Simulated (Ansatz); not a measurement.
# Lattice dynamics of SrLiH3 (model cell, started as cubic perovskite with Sr in the octahedra), part 2 of 3

Aim: the vibrations of SrLiH3 (model cell, started as cubic perovskite with Sr in the octahedra), their spectra, and whether the structure is stable.

Ansatz 0.2.0; DFT PBEsol, scalar-relativistic, plane waves, PAW; PAW set soft_1.

So far. Step 3 (Bringing the structure to rest): Little changed from the start: no atom moved by 0.005 Å and no cell edge by 0.1 %. The relaxed cell has a = 4.592 Å (conventional setting).

The structure was built from a prototype and need not be the compound's stable phase.

### Step 4. Relaxing to small forces for the phonons

Phonons need a cell at rest on their own settings, so the relaxation is repeated with tight tolerances on forces and stress on the k mesh and occupations of the first response run.

Input file input.yaml:

```yaml
crystal:
  lattice:
    - [4.5923518809, 0.0, 0.0]
    - [0.0, 4.5923518809, 0.0]
    - [0.0, 0.0, 4.5923518809]
  atoms:
    - { symbol: Li, position: [0.0, 0.0, 0.0] }
    - { symbol: Sr, position: [0.5, 0.5, 0.5] }
    - { symbol: H, position: [0.5, 0.5, 0.0] }
    - { symbol: H, position: [0.5, 0.0, 0.5] }
    - { symbol: H, position: [0.0, 0.5, 0.5] }
kpoints:
  mp_grid: { grid: [8, 8, 8] }
hamiltonian:
  xc: pbesol
  pseudopotentials: { kind: paw, azcp: { folder: soft_1 }, xc_functional: pbe }
scf:
  occupations: { method: fixed }
output:
  forces: true
  stress: true
  eigenvalues: true
  write_density: true
  write_potential: true
  elf: true
  volumetric_format: npy
relax:
  adjacent_minimum: "off"
  f_tol: 0.001
  max_steps: 60
  cell: { stress_tol: 0.01 }
```

The run is started by

```bash
ansatz run input.yaml --threads 8 --pin off --max-ram 16384MiB --backend cpu --events-out ev --progress --plain --runs-dir out
```

Numbers of over 12 decimals in the logs are rounded to 6 here.

Output:

```text
[...]
Crystal: 5 atoms, lattice volume = 96.851 Å³
Basis set: ecut = 420 eV, 1863 PW (Γ), exchange–correlation on 64×64×64 points (8 copies of the dense FFT grid, shifted against one another)
Bands: 13, of which v1, the nominal top of the filled ones, is band 8 counted from 1 (7 counted from 0)
Symmetry: 48 space group operations
[...]
k-points: 35 of 512
[...]
cell:  # Å, volume = 96.8513 Å³
    - [4.5923518809, 0.0, 0.0]
    - [0.0, 4.5923518809, 0.0]
    - [0.0, 0.0, 4.5923518809]
  atoms:
    - { symbol: Li, position: [0.0, 0.0, 0.0] }
    - { symbol: Sr, position: [0.500000, 0.500000, 0.500000] }
    - { symbol: H, position: [0.500000, 0.500000, 0.0] }
    - { symbol: H, position: [0.500000, 0.0, 0.500000] }
    - { symbol: H, position: [0.0, 0.500000, 0.500000] }
[key lines of the parts left out:]
SCF converged after 5 iterations
Free energy (F): -3742.336111 eV
Fermi energy:    0.738026 eV
P = ⅓ Tr σ = -0.0025 GPa (-0.025 kbar)
```

Wall time 1.2 s (8 threads of Intel Xeon at 2.60GHz (Ice Lake), shared host); peak memory 0.48 GiB.

Little changed from the start: no atom moved by 0.005 Å and no cell edge by 0.1 %.

Numbers from this step:

| Property | Result |
| --- | --- |
| pressure | -0.002479 GPa |

Electrostatic potential energy in the ac plane at fractional y = 0.500, with atoms of Sr and H within 0.2 Å of it. With pseudopotentials it is smooth inside the atoms' cores, unlike the true potential.

Ten even steps from '_' (-107 eV) to '@' (6 eV), each cell a mean:
```
@@@@@@@@@@@@%%##@@@@@@@@@@@@
@@@@@@@@@@@@@@@@@@@@@@@@@@@@
@@@@@@@@@@@@@@@@@@@@@@@@@@@@
@@@@@@@@@@@@%%%%%%@@@@@@@@@@
@@@@@@@@@@%%**++##%%@@@@@@@@
%%@@@@@@%%++..__::##%%@@@@@@
**%%@@@@%%::______++%%@@@@##
##@@@@@@%%==____..**%%@@@@%%
@@@@@@@@%%##==::++%%@@@@@@@@
@@@@@@@@@@%%%%%%%%@@@@@@@@@@
@@@@@@@@@@@@@@@@@@@@@@@@@@@@
@@@@@@@@@@@@@@@@@@@@@@@@@@@@
@@@@@@@@@@@@@@%%@@@@@@@@@@@@
@@@@@@@@@@@@##**%%@@@@@@@@@@
```
Columns run along a (4.6 Å; values clipped at the 3rd and 97th percentile), rows up along c (4.6 Å). Atoms in or near the plane, at fractional coordinates: Sr at (0.50, 0.50), H at (0.50, 0.00), H at (0.00, 0.50).

Valence density in the ac plane at fractional y = 0.500, with atoms of Sr and H within 0.2 Å of it. It is the smooth field of the valence electrons, not physical close to the nuclei.

Values in e/Å³, 14 rows by 14 columns, each cell a mean:
```
0.0 0.0 0.0 0.1 0.1 0.3 0.7 0.9 0.5 0.2 0.1 0.0 0.0 0.0
0.0 0.0 0.0 0.0 0.1 0.2 0.3 0.4 0.3 0.1 0.1 0.0 0.0 0.0
0.0 0.0 0.0 0.0 0.1 0.1 0.2 0.2 0.2 0.1 0.1 0.0 0.0 0.0
0.1 0.1 0.1 0.1 0.1 0.3 0.5 0.6 0.4 0.2 0.1 0.1 0.1 0.1
0.2 0.2 0.1 0.1 0.3 0.8 1.5 1.7 1.2 0.5 0.2 0.1 0.1 0.2
0.6 0.4 0.2 0.2 0.6 1.7 2.5 2.6 2.3 1.2 0.4 0.2 0.3 0.5
1.3 0.6 0.3 0.3 0.9 2.2 2.3 1.9 2.6 1.7 0.6 0.2 0.4 0.9
0.9 0.5 0.2 0.2 0.8 2.0 2.5 2.3 2.5 1.5 0.5 0.2 0.3 0.7
0.3 0.2 0.1 0.1 0.4 1.1 2.0 2.2 1.7 0.8 0.3 0.1 0.2 0.3
0.1 0.1 0.1 0.1 0.1 0.4 0.8 0.9 0.6 0.3 0.1 0.1 0.1 0.1
0.1 0.0 0.0 0.0 0.1 0.1 0.2 0.3 0.2 0.1 0.1 0.0 0.0 0.1
0.0 0.0 0.0 0.0 0.1 0.1 0.2 0.3 0.2 0.1 0.1 0.0 0.0 0.0
0.0 0.0 0.0 0.0 0.1 0.2 0.5 0.6 0.4 0.2 0.1 0.0 0.0 0.0
0.0 0.0 0.0 0.1 0.1 0.3 0.9 1.3 0.6 0.2 0.1 0.0 0.0 0.0
```
Columns run along a (4.6 Å), rows up along c (4.6 Å). Atoms in or near the plane, at fractional coordinates: Sr at (0.50, 0.50), H at (0.50, 0.00), H at (0.00, 0.50).

ELF in the ac plane at fractional y = 0.500, with atoms of Sr and H within 0.2 Å of it. It is the smooth field of the valence electrons, not physical close to the nuclei.

Values in units of 1e-1, 14 rows by 14 columns, each cell a mean:
```
 0.6  0.7  1.7  5.9  9.2  9.9 10.0 10.0 10.0  9.8  8.4  3.7  1.2  0.7
 1.4  1.0  0.9  2.6  5.7  7.9  8.5  8.6  8.3  7.2  4.6  1.5  0.9  1.2
 4.7  2.9  0.9  0.6  1.1  1.9  2.6  2.8  2.4  1.6  0.8  0.5  1.5  3.7
 9.1  7.4  2.7  0.4  0.9  2.9  4.8  5.3  4.2  2.0  0.5  0.8  4.6  8.4
 9.9  9.4  4.9  1.0  3.3  7.2  8.2  8.3  8.0  5.9  2.0  1.6  7.2  9.8
10.0  9.8  6.2  1.9  6.1  8.4  6.9  5.9  7.8  8.0  4.2  2.4  8.3 10.0
10.0  9.9  6.6  2.5  7.0  8.1  3.5  1.2  5.9  8.3  5.3  2.8  8.6 10.0
10.0  9.8  6.5  2.2  6.6  8.3  5.2  3.5  6.9  8.2  4.8  2.6  8.5 10.0
10.0  9.6  5.5  1.3  4.6  8.1  8.3  8.1  8.4  7.2  2.9  1.9  7.9  9.9
 9.6  8.4  3.5  0.6  1.6  4.6  6.6  7.0  6.1  3.3  0.9  1.1  5.7  9.2
 7.0  4.7  1.4  0.4  0.6  1.3  2.2  2.5  1.9  1.0  0.4  0.6  2.6  5.9
 2.1  1.3  0.7  1.4  3.5  5.5  6.5  6.6  6.2  4.9  2.7  0.9  0.9  1.7
 0.8  0.8  1.3  4.7  8.4  9.6  9.8  9.9  9.8  9.4  7.4  2.9  1.0  0.7
 0.5  0.8  2.1  7.0  9.6 10.0 10.0 10.0 10.0  9.9  9.1  4.7  1.4  0.6
```
Columns run along a (4.6 Å), rows up along c (4.6 Å). Atoms in or near the plane, at fractional coordinates: Sr at (0.50, 0.50), H at (0.50, 0.00), H at (0.00, 0.50).

The forces vanish by symmetry and the pressure is -0.002 GPa, within the tolerances set. The cell now holds 19.37 Å³/atom.

### Step 5. Zone-centre response

The zone centre comes first: it holds the modes that light can see, as far as symmetry allows. The response to a homogeneous field gives the Born charges and the dielectric tensor.

input.yaml, the sections that differ from step 4:

```yaml
output:
  eigenvalues: true
phonons:
  method: dfpt
  dielectric: true
  rigid_motions: translations
# crystal, kpoints, hamiltonian, scf: as in step 4
# relax: removed
```

Output:

```text
[...]
Crystal: 5 atoms, lattice volume = 96.851 Å³
Basis set: ecut = 420 eV, 1863 PW (Γ), exchange–correlation on 64×64×64 points (8 copies of the dense FFT grid, shifted against one another)
Bands: 13, of which v1, the nominal top of the filled ones, is band 8 counted from 1 (7 counted from 0)
Symmetry: 48 space group operations
k-points: 170 of 512 (irreducible under 2 space group operations, time reversal used)
[...]
SCF iter   1: F=—  HF=-3743.739617 eV  |F-HF|=—  |Δ(HF+E_count)|=         —  Δρ=5.12e-2  dr2=3.90e0  ethr=3.10e-3  ⟨swp⟩=5.8  Hψ=13254  notcnv=0  defer=227
[...]
SCF iter   9: F=-3742.336111 eV  HF=-3742.336111 eV  |F-HF|=7.73e-12  |Δ(HF+E_count)|=  8.05e-11  Δρ=1.54e-7  dr2=2.52e-11  ethr=1.00e-12  ⟨swp⟩=15.6  Hψ=19388  notcnv=0
SCF 1 converged in 9 iterations: F = -3742.336111 eV  dr2 = 2.52e-11
[...]
DFPT response loops at Γ: preconditioner auto → none (the input reference at scf.mixing.eps_inf says where Resta's filter doesn't serve); β = 0.50; Broyden in place of MSR1
── the response to a field inside a basis, on 8×8×8 k-points: an SCF that follows is theirs, and a resumed run solves both again ──
Bands: 9, of which v1, the nominal top of the filled ones, is band 8 counted from 1 (7 counted from 0)
k-points: 20 of 512
[...]
Eigensolver: Dense (20 Hₖ)
SCF iter   1: F=—  HF=-3742.334941 eV  |F-HF|=—  |Δ(HF+E_count)|=         —  Δρ=1.19e-4  dr2=2.61e-6  ethr=1.00e-1
[...]
SCF iter   3: F=-3742.334944 eV  HF=-3742.334944 eV  |F-HF|=2.60e-9  |Δ(HF+E_count)|=   8.83e-7  Δρ=4.05e-6  dr2=1.76e-8  ethr=4.47e-9
SCF 1 converged in 3 iterations: F = -3742.334944 eV  dr2 = 1.76e-8
[...]
SCF converged after 9 iterations
Free energy (F): -3742.336111 eV
[...]
Internal energy: -3742.336111 eV  (E = F + TS)
E sigma→0 (E₀):  -3742.336111 eV
Fermi energy:    0.738028 eV
[...]
--- Band table (eV; the first three rows and the last of 170) ---
  k-point 0: bands = [... 4 lower, -14.1250, -2.5123, -0.2674, -0.2674, 5.8806, 5.8806, 5.8806, 6.0263, ... 1 higher]
  k-point 1: bands = [... 4 lower, -14.1241, -2.4050, -0.2470, -0.2257, 5.1991, 5.7756, 5.7756, 6.6173, ... 1 higher]
  k-point 2: bands = [... 4 lower, -14.1221, -2.1250, -0.1965, -0.1523, 4.6703, 5.5500, 5.5500, 6.9602, ... 1 higher]
  k-point 169: bands = [... 4 lower, -14.2346, 0.7380, 0.7380, 0.7380, 3.0032, 3.0032, 3.0032, 5.1840, ... 1 higher]
--- Phonons (Γ-DFPT): 4 representative perturbations + reference, on 170 of 512 k-points (Σ response iterations 13) ---
  k mesh reduced under 2 symmetry operations, with k and −k counted as one. Each operation leaves every solved perturbation unchanged. A smaller set is not considered because the run solves the response to a homogeneous field
  ASR residual: 4.688e-4 → 0.000e0 eV/Å²; symmetrization residual: 2.570e-7 eV/Å²
  ASR residual per site (eV/Å²): 1.95e-5 4.69e-4 1.29e-5 1.29e-5 1.29e-5
  Γ frequencies (cm⁻¹): -421.12 -421.12 -421.12 -419.01 -419.01 -419.01 0.00 0.00 0.00 241.57 241.57 241.57 1287.21 1287.21 1287.21
  ε∞ (high-frequency dielectric tensor):
        3.841264    -0.000000     0.000000
       -0.000000     3.841264     0.000000
        0.000000     0.000000     3.841264
  softest optical mode at Γ: -421.12 cm⁻¹; the repairs (sum rule, projections) moved no ω² at Γ by more than (2.13 cm⁻¹)²
  Born effective charges Z* (e; rows j = field, columns β = displacement):
    site 0:
         1.42475    0.00000   -0.00000
         0.00000    1.42475   -0.00000
         0.00000    0.00000    1.42475
    site 1:
         1.59616   -0.00000    0.00000
        -0.00000    1.59616   -0.00000
         0.00000    0.00000    1.59616
    site 2:
        -1.01744    0.00000   -0.00000
         0.00000   -1.01744   -0.00000
        -0.00000    0.00000   -0.98603
    site 3:
        -1.01744   -0.00000   -0.00000
         0.00000   -0.98603   -0.00000
         0.00000    0.00000   -1.01744
    site 4:
        -0.98603   -0.00000   -0.00000
         0.00000   -1.01744    0.00000
         0.00000    0.00000   -1.01744
  Z* charge neutrality: 2.623e-3 e pre-enforcement
  solved inside a basis spanned on kpoints, on 8×8×8 k-points, its susceptibility summed on 12×12×12: ε∞ is read to err by 1.1e-2, Z* by 1.2e-2 e (field_mesh: kpoints solves on kpoints); Z* is corrected for what the basis lacks
  optical modes at Γ without the LO–TO term, one row a degenerate level:
      ω (cm⁻¹)  modes    IR ((D/Å)²/amu)
       -421.12      3             0.0000
       -419.01      3           156.8269
        241.57      3            12.2384
       1287.21      3            62.1072
  optical modes at Γ + LO–TO along q̂ = [1.0000, 0.0000, 0.0000]:
      ω (cm⁻¹)  modes    IR ((D/Å)²/amu)
       -421.12      3             0.0000
       -419.01      2           104.5513
        114.34      1             8.7772
        241.57      2             8.1589
        411.47      1            38.9950
       1287.21      2            41.4048
       1341.30      1            29.2854
  optical modes at Γ + LO–TO along q̂ = [0.0000, 1.0000, 0.0000]:
      ω (cm⁻¹)  modes    IR ((D/Å)²/amu)
       -421.12      3             0.0000
       -419.01      2           104.5513
        114.34      1             8.7772
        241.57      2             8.1589
        411.47      1            38.9950
       1287.21      2            41.4048
       1341.30      1            29.2854
  optical modes at Γ + LO–TO along q̂ = [0.0000, 0.0000, 1.0000]:
      ω (cm⁻¹)  modes    IR ((D/Å)²/amu)
       -421.12      3             0.0000
       -419.01      2           104.5513
        114.34      1             8.7772
        241.57      2             8.1589
        411.47      1            38.9950
       1287.21      2            41.4048
       1341.30      1            29.2854
```

The job ended after 15 s (8 threads; peak memory 1.1 GiB; 90 s of CPU time).

The column dr2 measures how far the density is from self-consistency, as an energy; F and HF (Harris–Foulkes) agree once it is small.

This step gave:

* sum-rule residual before enforcement: 4.69e-4 eV/Å²
* miss of the charge sum rule: 0.002623 e
* estimated error of the dielectric tensor: 0.01057
* estimated error of the Born charges: 0.01158 e
* point group: m-3m
* highest optical mode at the zone centre (no LO-TO term): 1287 cm⁻¹
* lowest optical zone-centre mode: -421.1 cm⁻¹
* mean high-frequency dielectric constant: 3.841
* largest Born charge (third of the trace): 1.596 e
* top of the zone-centre spectrum with the field: 1341 cm⁻¹

Without the LO-TO term. Patterns of degenerate modes are one choice out of their space. Modes at Γ, with each element's share of the kinetic energy (negative means imaginary):

```
mode  frequency (cm⁻¹)  symmetry  Li %  Sr %  H %
   1            -421.1       T2u     0     0  100
   2            -421.1       T2u     0     0  100
   3            -421.1       T2u     0     0  100
   4            -419.0       T1u    32     0   67
   5            -419.0       T1u    32     0   67
   6            -419.0       T1u    32     0   67
   7               0.0  acoustic     7    90    3
   8               0.0  acoustic     7    90    3
   9               0.0  acoustic     7    90    3
  10             241.6       T1u    60     9   30
  11             241.6       T1u    60     9   30
  12             241.6       T1u    60     9   30
  13            1287.2       T1u     0     1   99
  14            1287.2       T1u     0     1   99
  15            1287.2       T1u     0     1   99
```

Displacements in mode 3 (-421.1 cm⁻¹), the largest set to 1:
```
Li1  0.00  0.00  0.00
Sr2  0.00  0.00  0.00
H3   0.00  0.33  0.00
H4   0.00  0.00  1.00
H5   0.00 -0.33 -1.00
```

Displacements in mode 13 (1287.2 cm⁻¹), the largest set to 1:
```
Li1  0.00  0.00  0.00
Sr2  0.00  0.00 -0.01
H3   0.00  0.00  1.00
H4   0.00 -0.15 -0.03
H5   0.00  0.00 -0.03
```

Optical modes at the zone centre, without and with the macroscopic field of the longitudinal modes; each column is sorted by frequency, so a row need not hold one and the same mode. Modes with and without the field, by row:

```
rank among optical modes  no field (cm⁻¹)  q along (1, 0, 0) (cm⁻¹)
                       1           -421.1                    -421.1
                       2           -421.1                    -421.1
                       3           -421.1                    -421.1
                       4             -419                      -419
                       5             -419                      -419
                       6             -419                     114.3
                       7            241.6                     241.6
                       8            241.6                     241.6
                       9            241.6                     411.5
                      10             1287                      1287
                      11             1287                      1287
                      12             1287                      1341
```

Born charge (rows field, columns displacement) (e), principal values of the symmetric part by kind of site:

```
atom  atoms with these values    low  middle   high   mean
 Li1                        1   1.42    1.42   1.42   1.42
 Sr2                        1   1.60    1.60   1.60   1.60
  H3                        3  -1.02   -1.02  -0.99  -1.01
```

In full for Sr2:

```
1.60 0.00 0.00
0.00 1.60 0.00
0.00 0.00 1.60
```

High-frequency dielectric tensor:

```
3.84 0.00 0.00
0.00 3.84 0.00
0.00 0.00 3.84
```

Transverse modes; imaginary modes are left out. Lines of the infrared spectrum (strongest = 100):

```
position (cm⁻¹)  label  relative intensity
            242    T1u                  20
           1287    T1u                 100
```

Before it was imposed, the acoustic sum rule was missed by 4.7e-4 eV/Å² and the charge sum rule by 0.0026 e. Small misses are needed for a sound result but don't prove that mesh and cutoff are converged. The lowest optical mode is imaginary, 421.1i cm⁻¹, so the energy falls along it.

(Part 2 of 3 ends here.)

[Logs are printed without paths, hosts, clocks, repeated set-up lines and the standing remarks that a program may print on its own settings, such as how far it seeks lower states.]

[Hosts, paths, dates, database ids (printed as entryN), source tags and the programs' standing remarks are cut or masked in the printed files.]
